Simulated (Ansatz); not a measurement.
**Formation energy and levels of the antisite Br_Cl in K3BrCl2 (P-3m1)**

Wanted: the transition levels of a antisite in K3BrCl2 (P-3m1), from a cell of 54 host atoms with 1 Cl taken out and 1 Br put in.

Main program and level: Ansatz 0.2.0; place-levels on PBEsol runs: charge-transition levels and formation energies with image-charge correction and potential alignment at the atomic sites.

**1. The starting structure**

The cell holds 54 atoms: 27 K, 10 Br and 17 Cl. Cell: a = 13.448 Å, b = 13.448 Å, c = 11.001 Å, α = 90.0°, β = 90.0°, γ = 120.0°. It derives from K3BrCl2 (space group P-3m1). Nearest the centre at fractional (0.556, 0.444, 0.339): Br30 at 0.00 Å, K20 at 3.14 Å, K44 at 3.14 Å, K26 at 3.14 Å, K43 at 3.14 Å, K25 at 3.14 Å, K49 at 3.14 Å, Cl23 at 4.39 Å.

Screening for the image-charge correction: ε∞ = 2.47, ε0 = 5.30, from a response run on this crystal (DFPT, PBEsol) at that run's own cell.

The cell's shortest repeat is 11.0 Å.

**2. What was run first**

A transition level is the Fermi level at which two charge states cost the same, so each charge needs its own total energy, at its own relaxed structure.

Random displacements of about 0.05 Å break the site symmetry at the start, so that the relaxation can reach a distorted minimum if there is one. Forces are taken at one point at (¼, ¼, ¼). The cell holds 1 electron more than the neutral one, with a uniform background that keeps it neutral on the whole. The electron count is odd, so at least one spin is unpaired; this run locks the moment at 1 μB.

The sampling was tested on the host first: at the k-points planned (1x1x1 shifted 0.25 0.25 0.25) its energy lies 0.000 eV an atom from the dense-mesh value, under the bound of 0.02 eV set for this test; that bounds the host's error, not the defect's.

One of the inputs; charge, spin and start change from state to state.

File qm1_M1.relax/input.yaml:

```yaml
crystal:
  lattice:
    - [13.44809796, 9.0e-08, 0.0]
    - [-6.72404905, 11.64639442, 0.0]
    - [0.0, 0.0, 11.00083486]
  atoms:
    - { symbol: K, position: [0.0, 0.0, 0.5] }
    - { symbol: K, position: [0.11111111, 0.22222222, 0.17740122] }
[... 3 atom lines left out ...]
    - { symbol: Cl, position: [0.22222222, 0.11111111, 0.3385976] }
[... 5 atom lines left out ...]
    - { symbol: Cl, position: [0.22222222, 0.44444444, 0.3385976] }
[... 7 atom lines left out ...]
    - { symbol: K, position: [0.44444444, 0.22222222, 0.17740122] }
[... 2 atom lines left out ...]
    - { symbol: Cl, position: [0.44444444, 0.22222222, 0.6614024] }
    - { symbol: Cl, position: [0.55555556, 0.11111111, 0.3385976] }
    - { symbol: K, position: [0.33333333, 0.33333333, 0.5] }
    - { symbol: K, position: [0.44444444, 0.55555556, 0.17740122] }
    - { symbol: K, position: [0.55555556, 0.44444444, 0.82259878] }
    - { symbol: Br, position: [0.33333333, 0.33333333, 0.0] }
    - { symbol: Cl, position: [0.44444444, 0.55555556, 0.6614024] }
    - { symbol: Br, position: [0.55555556, 0.44444444, 0.3385976] }
[... 5 atom lines left out ...]
    - { symbol: Cl, position: [0.55555556, 0.77777778, 0.3385976] }
[... 6 atom lines left out ...]
    - { symbol: K, position: [0.66666667, 0.33333333, 0.5] }
    - { symbol: K, position: [0.77777778, 0.55555556, 0.17740122] }
[... 1 atom line left out ...]
    - { symbol: Br, position: [0.66666667, 0.33333333, 0.0] }
    - { symbol: Cl, position: [0.77777778, 0.55555556, 0.6614024] }
    - { symbol: Cl, position: [0.88888889, 0.44444444, 0.3385976] }
    - { symbol: K, position: [0.66666667, 0.66666667, 0.5] }
[... 2 atom lines left out ...]
    - { symbol: Br, position: [0.66666667, 0.66666667, 0.0] }
[... 1 atom line left out ...]
    - { symbol: Cl, position: [0.88888889, 0.77777778, 0.3385976] }
  host:
    repeats: [3, 3, 1]
    atoms:
      - { symbol: K, position: [0.0, 0.0, 0.5] }
      - { symbol: K, position: [0.33333333, 0.66666667, 0.17740122] }
      - { symbol: K, position: [0.66666667, 0.33333333, 0.82259878] }
      - { symbol: Br, position: [0.0, 0.0, 0.0] }
      - { symbol: Cl, position: [0.33333333, 0.66666667, 0.6614024] }
      - { symbol: Cl, position: [0.66666667, 0.33333333, 0.3385976] }
total_charge: -1
basis:
  ecutwfc: 420
  xc_grid: 2
hamiltonian:
  xc: pbesol
kpoints:
  mp_grid: { grid: [1, 1, 1], shift: [0.25, 0.25, 0.25] }
magnetization:
  spin_polarized: true
  initial_magnetization: 1
  spin_locking: { lock_magnetization: hard }
scf:
  occupations: { method: fixed }
  max_iter: 60
output:
  forces: true
  charged_corrections:
    epsilon: 2.47
    static_epsilon: 5.3
    defect_position: [0.555556, 0.444444, 0.338598]
relax:
  f_tol: 0.02
  max_steps: 80
  random_displacement: { amplitude: 0.05, seed: 5458 }
checkpoint:
  write: "../qm1_M1.relax.run"
  compress: false
  write_wavefunctions: true
  write_every: 100000
```

The run is started by

```console
ansatz run input.yaml --threads 8 --pin off --max-ram 14131MiB --backend cpu --events-out ev --progress --plain --runs-dir out
```

Defect states can disperse in a cell of this size, so the energy is taken again at a 2×2×2 shifted mesh, on the relaxed structure.

The run of this state that the levels use, under PBEsol:

File qm1_M1.point/input.yaml:

```yaml
crystal:
  checkpoint: "../qm1_M1.relax.run"
  host: checkpoint
total_charge: -1
basis:
  ecutwfc: 420
  xc_grid: 2
hamiltonian:
  xc: pbesol
kpoints:
  mp_grid: { grid: [2, 2, 2], shift: [0.5, 0.5, 0.5] }
magnetization:
  spin_polarized: true
  initial_magnetization: 1
  spin_locking: { lock_magnetization: hard }
scf:
  occupations: { method: fermi_dirac, width: 0.01 }
  max_iter: 60
output:
  forces: true
  eigenvalues: true
  charged_corrections:
    epsilon: 2.47
    static_epsilon: 5.3
    defect_position: [0.555556, 0.444444, 0.338598]
  eigenstates: { localisation: true }
  populations: true
  efg: {}
  band_densities: [{ bands: [v1, v1] }, { bands: [c1, c1] }]
  write_density: true
  write_potential: true
  volumetric_format: npy
  elf: true
checkpoint:
  read: "../qm1_M1.relax.run"
  write: "../qm1_M1.point.run"
  compress: false
  write_wavefunctions: false
  write_every: 100000
```

Relaxations under PBEsol at one point at (¼, ¼, ¼); times on 8 threads of Arm Neoverse V2, shared host:

```
charge  moment (μB)  occupations    outcome  steps  largest displacement against the far atoms (Å)  time
    −1            1        fixed  converged      3                                            0.08  58 s
     0            0        fixed  converged      3                                            0.08  26 s
    +1            1        fixed  converged      4                                            0.09  96 s
```

Single points under PBEsol at a 2×2×2 shifted mesh; times on 8 threads of Arm Neoverse V2, shared host:

```
charge  moment (μB)  occupations    outcome     time
    −1            1  fermi-dirac  converged  2.5 min
     0            0  fermi-dirac  converged     61 s
    +1            1  fermi-dirac  converged  2.4 min
```

Distances (Å) from Br30 to the nearest atoms after relaxation with PBEsol:

```
charge  moment (μB)      1.      2.      3.      4.      5.      6.
    −1            1  K 3.21  K 3.21  K 3.21  K 3.21  K 3.21  K 3.21
     0            0  K 3.21  K 3.21  K 3.21  K 3.21  K 3.21  K 3.21
    +1            1  K 3.19  K 3.19  K 3.19  K 3.22  K 3.22  K 3.22
```

**3. Placing the levels, PBEsol**

A charged cell interacts with its images and the background, and its potential has another zero than the host's. place-levels removes the first by a point-charge model, screened by the static dielectric constant since the ions have relaxed around the charge, and the second by comparing potentials at atoms far from the defect.

The host is a run of the defect-free crystal in the same cutoffs, grids and k-points, so that basis and sampling errors cancel in part in the differences. The host is run in a cell of 6 atoms on a matching mesh. Its band edges are searched through the zone by a band path, so the gap is smaller than, or equal to, that on the mesh. Chemical potentials are energies per atom of Cl (Cl2 molecule) and Br (solid Br2 (Cmce)), run with the same functional and cutoff.

File levels.point.yaml:

```yaml
host:
  run: host.point.run
states: [qm1_M1.point.run, q0.point.run, qp1_M1.point.run]
geometry_from:
  qm1_M1.point.run: qm1_M1.relax.run
  q0.point.run: q0.relax.run
  qp1_M1.point.run: qp1_M1.relax.run
  host.point.run: host.relax.run
chemical_potentials:
  Cl:
    energy: -1060.711994
    dataset: "<sha256 of the dataset>"
  Br:
    energy: -2736.47272
    dataset: "<sha256 of the dataset>"
epsilon: 2.47
static_epsilon: 5.3
vertical:
  - { from: qm1_M1.point.run, to: qm1_M1.point_neutral.run }
  - { from: qp1_M1.point.run, to: qp1_M1.point_neutral.run }
```

The run is started by

```console
ansatz place-levels levels.point.yaml -- --threads 8 --pin off --max-ram 14131MiB
```

Numbers of over 12 decimals in the logs are rounded to 6 here.

The log of the run:

```text
[... repeated set-up lines and file paths are left out, and long positions are rounded to six places ...]
(+1/0) 0.000 eV above the valence edge (-0.305 eV without the band-filling correction), 4.541 eV under the conduction edge
(0/-1) 4.591 eV above the valence edge (+5.188 eV without the band-filling correction), in the conduction band
formation energy of charge +1: +0.542 eV with the Fermi level at the valence edge
formation energy of charge 0: +0.542 eV with the Fermi level at the valence edge
formation energy of charge -1: +5.133 eV with the Fermi level at the valence edge
vertical -1 to 0: no energy, since no alignment is typed
  the change from vertical[0].from (qm1_M1.point.run) to vertical[0].to (qm1_M1.point_neutral.run): by its potential at epsilon 2.47 it is spread over the cell along a vector, with an rms radius of about 9.2 Å (5.6 5.6 4.5 Å across the planes of the cell's [...]
vertical +1 to 0: no energy, since no alignment is typed
  the change from vertical[1].from (qp1_M1.point.run) to vertical[1].to (qp1_M1.point_neutral.run): by its potential at epsilon 2.47 it stands at 0.598 0.413 0.003, with an rms radius of about 6.7 Å (4.7 4.7 0.7 Å across the planes of the cell's vectors); [...]
  edges by pbesol, gap 4.541 eV; the host is sampled to repeats of 26.90 Å
  the defect's cells are sampled to repeats of 26.90 Å, like sampling
  charge +1: -86433.2880 eV with its correction of +0.223 eV, at epsilon 5.3, aligned at sites: -0.1448 eV, mean over 28 atomic sites at or beyond 5.50 Å from the defect at [0.5556, 0.4444, 0.3386], with -0.019205 for the charge's moments and without [...]
  states[2] (qp1_M1.point.run): levels filled in part (TS 0.007 eV): its energy is of no whole electron's
  charge 0: +0.000 eV for its dipole among its images, +0.000 omitted
  charge -1: -86425.7672 eV with its correction of +0.197 eV, at epsilon 5.3, aligned at sites: +0.1255 eV, mean over 28 atomic sites at or beyond 5.50 Å from the defect at [0.5556, 0.4444, 0.3386], with -0.003160 for the charge's moments and without [...]
  of states[2] (qp1_M1.point.run): it parts from the run at its places by a charge that spreads by about 4.7 Å along one vector (2 Å or more is wide), by its potential at epsilon 2.47, taken for that of held ions (one typed too small widens it), where the [...]
  of states[1] (q0.point.run): its displacements don't fall off away from the defect: farther atoms stand 0.013 Å off the host's places. [...]
  of states[0] (qm1_M1.point.run): it parts from the run at its places by a charge that spreads by about 5.6 Å along one vector (2 Å or more is wide), by its potential at epsilon 2.47, taken for that of held ions (one typed too small widens it), where the [...]
  of vertical[0].from (qm1_M1.point.run): its displacements don't fall off away from the defect: farther atoms stand 0.013 Å off the host's places. [...]
  of vertical[0].to (qm1_M1.point_neutral.run): its displacements don't fall off away from the defect: farther atoms stand 0.013 Å off the host's places. [...]
  vertical[1].from (qp1_M1.point.run): levels filled in part (TS 0.007 eV): its energy is of no whole electron's
  of vertical[1].from (qp1_M1.point.run): its displacements don't fall off away from the defect: farther atoms stand 0.04 Å off the host's places. [...]
  of vertical[1].to (qp1_M1.point_neutral.run): its displacements don't fall off away from the defect: farther atoms stand 0.04 Å off the host's places. [...]
```

It took 0.27 s on 8 threads of Arm Neoverse V2, shared host.

Levels between the charges placed, in eV above the valence top:

```
        gap (eV)  (+1/0)  (0/−1)
PBEsol      4.54    0.00    4.59
```

Corrections by state:

```
charge  moment (μB)  image terms and alignment (eV)  band filling (eV)  ε used  over the lowest of its charge, as the program ranks them, band filling apart (eV)
    +1          1.0                           0.223             -0.305    5.30                                                                              0.000
     0          0.0                           0.000                  -       -                                                                              0.000
    −1          1.0                           0.197             -0.597    5.30                                                                              0.000
```

The charged structures listed were also run neutral, and place-levels reads from each pair, by the potential or the spins, how wide the charge is by which they differ; that can be the carrier of either run.

```
charge  rms radius (Å)  spread where it is widest against the cell (Å)  wide from (Å)  reading
    +1             6.7                                            4.68           2.02     wide
    −1             9.2                                            5.63           2.02     wide
```

The neutral runs of these pairs need not share the spin of the lowest neutral state, and very wide values only mean spread over the cell.

From the program's caveats on the states, each cut to its opening words:

- charge +1 (1 μB): it parts from the run at its places by a charge that spreads by about 4.7 Å along one vector (2 Å or more is wide), by its potential at epsilon 2.47, taken for [...]
- charge +1 (1 μB): a band-filling correction moves a carrier to the host's band edge, which changes its energy by -0.305 eV
- charge +1 (1 μB): its displacements don't fall off away from the defect: farther atoms stand 0.04 Å off the host's places
- charge 0, −1 (1 μB): its displacements don't fall off away from the defect: farther atoms stand 0.013 Å off the host's places
- charge −1 (1 μB): it parts from the run at its places by a charge that spreads by about 5.6 Å along one vector (2 Å or more is wide), by its potential at epsilon 2.47, taken for [...]
- charge −1 (1 μB): a band-filling correction moves a carrier to the host's band edge, which changes its energy by -0.597 eV
- charge −1 (1 μB): its moments are held at its close (magnetization.spin_locking), by a field of 0.105 eV a Bohr magneton, and its energy and levels are of the state that this [...]

Formation energies (eV), elemental references (Δμ(Cl) = 0.00 eV, Δμ(Br) = 0.00 eV):

```
charge  Fermi level at the valence top  at the conduction bottom
    +1                            0.54                      5.08
     0                            0.54                      0.54
    −1                            5.13                      0.59
```

**4. The same at the relaxations' own k-points**

The relaxations' own energies give the levels at their sampling, for comparison.

File levels.relax_mesh.yaml:

```yaml
host:
  run: host.relax.run
states: [qm1_M1.relax.run, q0.relax.run, qp1_M1.relax.run]
chemical_potentials:
  Cl:
    energy: -1060.711994
    dataset: "<sha256 of the dataset>"
  Br:
    energy: -2736.47272
    dataset: "<sha256 of the dataset>"
```

The run is started by

```console
ansatz place-levels levels.relax_mesh.yaml -- --threads 8 --pin off --max-ram 14131MiB
```

The log of the run:

```text
[...]
formation energy of charge +1: +0.541 eV with the Fermi level at the valence edge
formation energy of charge 0: +0.541 eV with the Fermi level at the valence edge
formation energy of charge -1: +5.133 eV with the Fermi level at the valence edge
  edges by pbesol, gap 4.542 eV; the host is sampled to repeats of 17.37 Å
[... the lines on each state left out ...]
```

Elapsed: 0.09 s, on 8 threads.

Levels between neighbouring charges, in eV above the valence top:

```
                        gap (eV)  (+1/0)  (0/−1)
one point at (¼, ¼, ¼)      4.54    0.00    4.59
  a 2×2×2 shifted mesh      4.54    0.00    4.59
```

Going from one point at (¼, ¼, ¼) to a 2×2×2 shifted mesh moves formation energies against the elements by up to 0.00 eV; band-filling terms, which differ between samplings, are in these energies.

**5. Results**

```
gap of the host                                                             : 4.54 eV (PBEsol)
level (plus 1/0)                                                            : 0.00 eV above the valence top (-0.30 eV above the valence top without the band-filling term)
level (0/minus 1)                                                           : 4.59 eV above the valence top, past the conduction bottom (5.19 eV above the valence top without the band-filling term)
lowest of the charges placed, just above the valence top (0.02 eV)          : 0
lowest of the charges placed, just below the conduction bottom (0.02 eV)    : 0
lowest formation energy at mid-gap of the charges run, elemental references : 0.54 eV
```

What this shows: Of the charges placed (−1, 0 and +1), 0 is the lowest from 0.02 eV above the valence top to 0.02 eV below the conduction bottom, a gap of 4.54 eV. States placed: +1 at 1 μB; 0 at 0 μB; −1 at 1 μB. Other spin states or structures, where not listed, weren't placed. The program finds carriers beyond a band edge of the host and adds a band-filling term at charge −1 (-0.60 eV) and +1 (-0.30 eV); steps to such a charge show no bound level, and a defect level inside a band would be read the same way. Going from one point at (¼, ¼, ¼) to a 2×2×2 shifted mesh moves formation energies against the elements by up to 0.00 eV; band-filling terms, which differ between samplings, are in these energies. Limits: PBEsol makes the gap too small and tends to spread out bound carriers; where a gas molecule sets a chemical potential or the host's formation energy, its binding is uncorrected.

[Logs are printed without paths, hosts, clocks, repeated set-up lines and the standing remarks that a program may print on its own settings, such as how far it seeks lower states.]

[Hosts, paths, dates, database ids (printed as entryN), source tags and the programs' standing remarks are cut or masked in the printed files.]

[Where a table of states has a column of steps, it counts the stored structures, which are thinned; the runs took as many ionic steps or more.]

[A defect's name tells the site on which it was built; relaxed atoms can leave that site.]

[For some hosts the program warned that the k-mesh of the response run may be too coarse for force constants and the static dielectric constant; such warnings are not shown here.]
